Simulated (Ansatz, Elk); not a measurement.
# Bonding as seen by X-rays: AlZnSi, part 2 of 2

Structure refinements treat a crystal as free atoms side by side. For a made-up structure of AlZnSi (cell and positions from a PBEsol relaxation) the runs below show what the calculated density changes in F(hkl).

Elk 11.2.3 (patched build); all-electron DFT.

So far. Step 4 (Another try): Its structure factors differ from the first run's by R = 38.0 %.

The structure was built from a prototype and need not be the compound's stable phase.

## (5) Another functional

Level of this step: DFT, LDA (Perdew-Wang), all-electron APW+lo, Dirac cores, scalar-relativistic bands, static density, no spin (Elk).

The difference from free atoms is small, so it is set against the change that LDA (Perdew-Wang) makes.

elk.in reads:

```
tasks
  0
  195

xctype
  3

spinpol
  .false.

rgkmax
  7.0

gmaxvr
  14.0

lmaxo
  7

lmaxapw
  8

swidth
  0.002

tshift
  .false.

ramdisk
  .false.

hmaxvr
  5.5

maxscl
  120

epspot
  1e-06

sppath
  './'

avec
  8.32358906087 -0.00000000000 0.00000000000
  -4.16179453043 7.20843957737 0.00000000000
  0.00000000000 0.00000000000 5.37535259130

atoms
  3
  'Zn.in'
  1
  -0.0000000000 0.0000000000 0.0000000000   0.000000 0.000000 0.000000
  'Si.in'
  1
  0.3333333333 0.6666666667 0.5000000000   0.000000 0.000000 0.000000
  'Al.in'
  1
  0.6666666667 0.3333333333 0.5000000000   0.000000 0.000000 0.000000

ngridk
  6 6 8
```

The run is started by

```sh
$ OMP_NUM_THREADS=4 elk
```

Numbers of over 12 decimals in the logs are rounded to 6 here.

Log:

```text
┌─────────────────────────┐
│ Elk code version 11.2.3 │
└─────────────────────────┘

All units are atomic (Hartree, Bohr, etc.)

┌─────────────────────────────────────────────────┐
│ Ground-state run starting from atomic densities │
└─────────────────────────────────────────────────┘

Lattice vectors :
   8.323589061      -0.000000000       0.000000000
  -4.161794530       7.208439577       0.000000000
   0.000000000       0.000000000       5.375352591

Reciprocal lattice vectors :
  0.7548649100      0.4358214590      -0.000000000
[...]
species : 2 (Si)
   atom 1                    :    12.16774294     (  0.1349642907E-02)
  species : 3 (Al)
   atom 1                    :    11.26027681     (  0.4993316085E-03)
 total in muffin-tins        :    52.34999652
 total calculated charge     :    56.99798343
 total charge                :    57.00000000
 error                       :   0.2016570420E-02

┌──────────────────────────────┐
│ Self-consistent loop stopped │
└──────────────────────────────┘

Warning : core states of species 2 leak from the muffin-tin :   0.1349642907E-02

Warning : core states of species 3 leak from the muffin-tin :   0.4993316085E-03

Wrote STATE.OUT
[key lines of the parts left out:]
total energy                :     -2324.3688198721
```

Run time: 16 s. Hardware: 4 threads of Arm Neoverse N1, shared host; peak memory 0.16 GiB; 48 s of CPU time.

Against the first run R = 0.10 %; the largest change is -0.046 at 300.

## (6) Basis size

The basis and the expansions that go with it are enlarged, to see whether the differences are converged.

Changes to elk.in since step 5:

```diff
@@ -5,3 +5,3 @@
 xctype
-  3
+  20
 
@@ -11,12 +11,12 @@
 rgkmax
-  7.0
+  8.5
 
 gmaxvr
-  14.0
+  18.0
 
 lmaxo
-  7
+  9
 
 lmaxapw
-  8
+  10
```

The run is started by

```sh
$ OMP_NUM_THREADS=4 elk
```

Log:

```text
┌─────────────────────────┐
│ Elk code version 11.2.3 │
└─────────────────────────┘

All units are atomic (Hartree, Bohr, etc.)

┌─────────────────────────────────────────────────┐
│ Ground-state run starting from atomic densities │
└─────────────────────────────────────────────────┘

Lattice vectors :
   8.323589061      -0.000000000       0.000000000
  -4.161794530       7.208439577       0.000000000
   0.000000000       0.000000000       5.375352591

Reciprocal lattice vectors :
  0.7548649100      0.4358214590      -0.000000000
[...]
species : 2 (Si)
   atom 1                    :    12.15884608     (  0.1324244324E-02)
  species : 3 (Al)
   atom 1                    :    11.24601525     (  0.4716239177E-03)
 total in muffin-tins        :    52.29734173
 total calculated charge     :    56.99812218
 total charge                :    57.00000000
 error                       :   0.1877815809E-02

┌──────────────────────────────┐
│ Self-consistent loop stopped │
└──────────────────────────────┘

Warning : core states of species 2 leak from the muffin-tin :   0.1324244324E-02

Warning : core states of species 3 leak from the muffin-tin :   0.4716239177E-03

Wrote STATE.OUT
[key lines of the parts left out:]
total energy                :     -2328.9412439878
```

Wall time 63 s (4 threads); peak memory 0.2 GiB; 3.1 min of CPU time.

Against the first run R = 0.00 %; the largest change is -0.002 at 301.

## (7) Basis size

A smaller basis shows how fast F responds to it; the change is likely larger than the basis error of the first run, but doesn't show convergence.

Changes to elk.in since step 6:

```diff
@@ -11,12 +11,12 @@
 rgkmax
-  8.5
+  5.5
 
 gmaxvr
-  18.0
+  14.0
 
 lmaxo
-  9
+  7
 
 lmaxapw
-  10
+  8
```

The run is started by

```sh
$ OMP_NUM_THREADS=4 elk
```

Log:

```text
┌─────────────────────────┐
│ Elk code version 11.2.3 │
└─────────────────────────┘

All units are atomic (Hartree, Bohr, etc.)

┌─────────────────────────────────────────────────┐
│ Ground-state run starting from atomic densities │
└─────────────────────────────────────────────────┘

Lattice vectors :
   8.323589061      -0.000000000       0.000000000
  -4.161794530       7.208439577       0.000000000
   0.000000000       0.000000000       5.375352591

Reciprocal lattice vectors :
  0.7548649100      0.4358214590      -0.000000000
[...]
species : 2 (Si)
   atom 1                    :    12.14901165     (  0.1321845403E-02)
  species : 3 (Al)
   atom 1                    :    11.23983403     (  0.4719189067E-03)
 total in muffin-tins        :    52.25764989
 total calculated charge     :    56.99800437
 total charge                :    57.00000000
 error                       :   0.1995631314E-02

┌──────────────────────────────┐
│ Self-consistent loop stopped │
└──────────────────────────────┘

Warning : core states of species 2 leak from the muffin-tin :   0.1321845403E-02

Warning : core states of species 3 leak from the muffin-tin :   0.4719189067E-03

Wrote STATE.OUT
[key lines of the parts left out:]
total energy                :     -2328.9050604917
```

Run time: 19 s. Hardware: 4 threads; peak memory 0.16 GiB.

Against the first run R = 0.02 %; the largest change is +0.021 at 300.

## (8) Settings against the effect

| run | R against the first run (%) | R against neutral atoms, low angle (%) | wall time |
| --- | --- | --- | --- |
| PBE, rgkmax 7 | 0.00 | 0.80 | 24 s |
| LDA (Perdew-Wang) | 0.10 | 0.81 | 16 s |
| rgkmax 8.5 with larger expansions | 0.00 | 0.80 | 63 s |
| rgkmax 5.5 | 0.02 | 0.79 | 19 s |

## (9) Outcome

```yaml
r_against_neutral_atoms_sin_theta_lambda_0p3_a_minus1: 0.80 %
r_against_neutral_atoms_0p3_to_0p82_a_minus1: 0.28 %
```

Independent neutral atoms miss the calculated amplitudes by R = 0.80 % below 0.3 Å⁻¹ and 0.28 % from there to 0.82 Å⁻¹; by shells, 1.07 % below 0.15 Å⁻¹ (1 form), 0.77 % 0.15 to 0.3 (5 forms), 0.38 % 0.3 to 0.45 (9 forms), 0.26 % above 0.45 (51 forms). Bonding, aspherical density and the tables' own atoms all enter these figures, and the runs don't part them. The largest change of an amplitude is -0.38 electrons, at 110. The window's part falls from 18.4 electrons at the origin to at most 3.12 between 0.45 and 0.82 Å⁻¹, where compact states inside the window still scatter. Below 0.3 Å⁻¹ the changes that finished (LDA (Perdew-Wang), rgkmax 8.5 with larger expansions and rgkmax 5.5) move F by R = 0.06 % at most, against the 0.80 % that separates it from free atoms. The k-mesh has no finished test. Part of the difference isn't bonding: the tables are fits to free atoms and ions calculated by other methods than this functional. Thermal motion, anomalous dispersion and extinction are left out.

[Logs are printed without paths, hosts, clocks, repeated set-up lines and the standing remarks that a program may print on its own settings, such as how far it seeks lower states.]

[Hosts, paths, dates, database ids (printed as entryN), source tags and the programs' standing remarks are cut or masked in the printed files.]
